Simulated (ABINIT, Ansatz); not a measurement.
# K2H4Pt (I4/mmm): G0W0 on several meshes in ABINIT, part 2 of 2

Aim: the GW shift of K2H4Pt (I4/mmm) against the k mesh.

ABINIT 10.8.3; PBEsol and many-body steps on it, plane waves. Known limits of the many-body steps: not at the basis limit; no spin polarisation; d states lean on the start; no spin-orbit coupling; coarse k mesh.

So far. Step 4 (2×2×2): The gap on the mesh goes from 2.61 eV to 4.16 eV, a correction of +1.56 eV. Step 5 (Empty states on the mesh, 4×4×4 mesh, 114 bands): On this mesh the gap is 2.586 eV.

### 7. 4×4×4

This step: G0W0 on PBEsol, plane waves, norm-conserving pseudopotentials.

The input, run.abi:

```
acell 3*1.0 Angstrom
rprim 
  -2.874560180000 2.874560180000 3.861188830000
  2.874560180000 -2.874560180000 3.861188830000
  2.874560180000 2.874560180000 -3.861188830000
ntypat 3
znucl 19 1 78
natom 7
typat 1 1 2 2 2 2 3
xred 
  0.250000000000 0.750000000000 0.500000000000
  0.750000000000 0.250000000000 0.500000000000
  0.202788050000 0.797211950000 0.000000000000
  0.202788050000 0.202788050000 0.405576100000
  0.797211950000 0.202788050000 0.000000000000
  0.797211950000 0.797211950000 0.594423900000
  0.000000000000 0.000000000000 0.000000000000
pp_dirpath "pseudos"
pseudos "K.upf, H.upf, Pt.upf"
ecut 38
ngkpt 4 4 4
nshiftk 1
shiftk 0 0 0
kptopt 1
chksymbreak 0
istwfk *1
occopt 1
irdwfk 1
optdriver 4
nband 104
gwcalctyp 0
ecutsigx 38
symsigma 1
nkptgw 3
kptgw 
  0.5000000000 0.5000000000 0.2500000000
  0.5000000000 0.5000000000 0.5000000000
  0.0000000000 0.0000000000 0.0000000000
bdgw 
  19 22
  18 22
  18 22
ecuteps 4.2
irdscr 1
ppmodel 1
indata_prefix "in"
outdata_prefix "out"
tmpdata_prefix "tmp"
```

Command:

```console
> OMP_NUM_THREADS=1 mpirun -n 4 abinit run.abi > log
```

Numbers of over 12 decimals in the logs are rounded to 6 here.

Output:

```text
.Version 10.8.3 of ABINIT. v10.8.2 released Aug 2026.

 Symmetries : space group I4/m m m (#139); Bravais tI (body-center tetrag.)
[... echo of the input left out ...]
== DATASET  1 ==================================================================
-   mpi_nproc: 4, omp_nthreads: 1 (-1 if OMP is not activated)

--- !DatasetInfo
iteration_state: {dtset: 1, }
dimensions: {natom: 7, nkpt: 13, mband: 104, nsppol: 1, nspinor: 1, nspden: 1, mpw: 9692, }
cutoff_energies: {ecut:  38.0, pawecutdg:  -1.0, }
electrons: {nelect:   4.00000000E+01, charge:   0.00000000E+00, occopt:   1.00000000E+00, tsmear:   1.00000000E-02, }

 SIGMA: Calculation of the GW corrections

 Based on a program developped by R.W. Godby, V. Olevano, G. Onida, and L. Reining.
 Incorporated in ABINIT by V. Olevano, G.-M. Rignanese, and M. Torrent.
.Using double precision arithmetic ; gwpc =  8

[... cell and pseudopotentials left out ...]
--------------------------------------------------------------------------------

 ==== K-mesh for the wavefunctions ====
 Number of points in the irreducible wedge :    13
[... list of points left out ...]
 Together with 16 symmetry operations and time-reversal symmetry
 yields    64 points in the full Brillouin Zone.

 ==== Q-mesh for screening function ====
 Number of points in the irreducible wedge :    13
[... list of points left out ...]
 Together with 16 symmetry operations and time-reversal symmetry
 yields    64 points in the full Brillouin Zone.

 vcoul_init : cutoff-mode = AUXILIARY_FUNCTION
 q-points for optical limit:   1
     1)      0.000010    0.000020    0.000030
 setmesh: FFT mesh size selected  =    72x   72x   72
          total number of points  =       373248

 Number of electrons calculated from density =   40.0000; Expected =   40.0000
[...]
number of plane-waves for wavefunctions          9657
 number of bands                                   104
 number of q-points in IBZ                          13
 number of frequencies                               2
 number of real frequencies                          1
 number of imag frequencies                          1

 matrix elements of self-energy operator (all in [eV])

 Perturbative Calculation

--- !SelfEnergy_ee
iteration_state: {dtset: 1, }
kpoint     : [   0.500,    0.500,    0.250, ]
spin       : 1
KS_gap     :    3.382
QP_gap     :    5.167
Delta_QP_KS:    1.785
data: !SigmaeeData |
     Band     E0 <VxcDFT>   SigX SigC(E0)      Z dSigC/dE  Sig(E)    E-E0       E
       19   0.817 -19.633 -24.555   4.044   0.781  -0.280 -20.319  -0.686   0.131
       20   1.131 -17.150 -21.114   2.911   0.794  -0.260 -17.986  -0.836   0.296
       21   4.514  -8.077  -4.478  -2.482   0.849  -0.177  -7.128   0.949   5.463
[...]
--- !SelfEnergy_ee
iteration_state: {dtset: 1, }
kpoint     : [   0.500,    0.500,    0.500, ]
spin       : 1
KS_gap     :    2.625
QP_gap     :    4.332
Delta_QP_KS:    1.706
data: !SigmaeeData |
     Band     E0 <VxcDFT>   SigX SigC(E0)      Z dSigC/dE  Sig(E)    E-E0       E
[...]
--- !SelfEnergy_ee
iteration_state: {dtset: 1, }
kpoint     : [   0.000,    0.000,    0.000, ]
spin       : 1
KS_gap     :    4.989
QP_gap     :    7.163
Delta_QP_KS:    2.175
data: !SigmaeeData |
     Band     E0 <VxcDFT>   SigX SigC(E0)      Z dSigC/dE  Sig(E)    E-E0       E
[...]
21   5.785  -8.435  -4.195  -2.682   0.845  -0.184  -7.119   1.316   7.102
       22   6.309  -7.742  -3.820  -2.869   0.853  -0.172  -6.844   0.898   7.207

== END DATASET(S) ==============================================================
================================================================================

 -outvars: echo values of variables after computation  --------
           etotal      0.0000000000E+00
            nband         104
             nkpt          13
          spgroup         139
 [... the other variables as echoed above ...]

 Calculation completed.
```

Run time: 45 s. Hardware: 4 MPI ranks of Intel Xeon Platinum 8488C (Sapphire Rapids), shared host; peak memory 3.5 GiB; 3 min of CPU time.

Numbers from this step:

```
G0W0 gap on the points computed              : 4.287 eV
starting gap on the mesh                     : 2.586 eV
k of the valence top                         : 0.5, 0.5, 0.25
k of the conduction bottom                   : 0.5, 0.5, 0.5
Z at the valence top                         : 0.794
Z at the conduction bottom                   : 0.852
least direct G0W0 gap on the computed points : 4.332 eV
```

Against G0W0 in ABINIT (2×2×2 mesh, 104 bands, screening to 114.3 eV, Godby-Needs plasmon pole), the gap moves by +0.123 eV.

### 8. The runs together

Times are wall times on 4 MPI ranks of Intel Xeon Platinum 8488C (Sapphire Rapids), shared host, good to a factor of about two. A run's time includes the screening step that it read.

| run | mesh | bands | screening cutoff (eV) | DFT gap (eV) | gap on the mesh (eV) | direct (eV) | ε∞ used | time |
| --- | --- | --- | --- | --- | --- | --- | --- | --- |
| 2×2×2 | 2×2×2 | 104 | 114.3 | 2.606 | 4.164 | 4.185 | 2.82 | 44 s |
| 4×4×4 | 4×4×4 | 104 | 114.3 | 2.586 | 4.287 | 4.332 | 2.76 | 5.5 min |

### 9. Outcome

| Property | Result |
| --- | --- |
| 2×2×2 | 4.164 eV |
| 4×4×4 | 4.287 eV |
| known limits | not at the basis limit; no spin polarisation; d states lean on the start; no spin-orbit coupling; coarse k mesh |

What this shows: 4×4×4: +0.123 eV against 2×2×2, −0.020 eV of it in the start. Bands and cutoff are finite, so the gap is not at the basis limit. The miss can reach some tenths of an eV and take either sign; the mesh is an error of its own. In the first G0W0 run levels were corrected at 3 k points alone, so a gap called «on the mesh» is the least over those, and an edge elsewhere would be missed. The 2×2×2 mesh is coarse for this cell, which bears on the long-range parts of exchange and screening. The runs have no spin polarisation. For a closed low-spin shell that is the natural state; where a d or f shell is open it is a constraint, and the gap is then not the crystal's own. With d states at the gap, one-shot GW leans hard on its start. The many-body steps are scalar-relativistic: spin-orbit coupling is not in them.

[Paths, hosts, dates, memory and timing lines, banners, echoed tables and standing remarks are left out of the program output.]

[Logs are printed without paths, hosts, clocks, repeated set-up lines and the standing remarks that a program may print on its own settings, such as how far it seeks lower states.]

[Runs of the session that timed out or met a known fault of the program may be left out.]

[No measured gap is set beside runs whose start may be inverted or whose files or cutoffs have a known fault.]

[Hosts, paths, dates, database ids (printed as entryN), source tags and the programs' standing remarks are cut or masked in the printed files.]

[G0W0 gaps are taken among the corrected bands and points alone; a level outside them can change the order at an edge.]

[Where Ansatz stands beside ABINIT at settings called matched, ABINIT's density can come from a denser mesh and the files from another edition; pairs whose starting gaps differed by over 0.03 eV were left out, so agreement reads better than it is.]
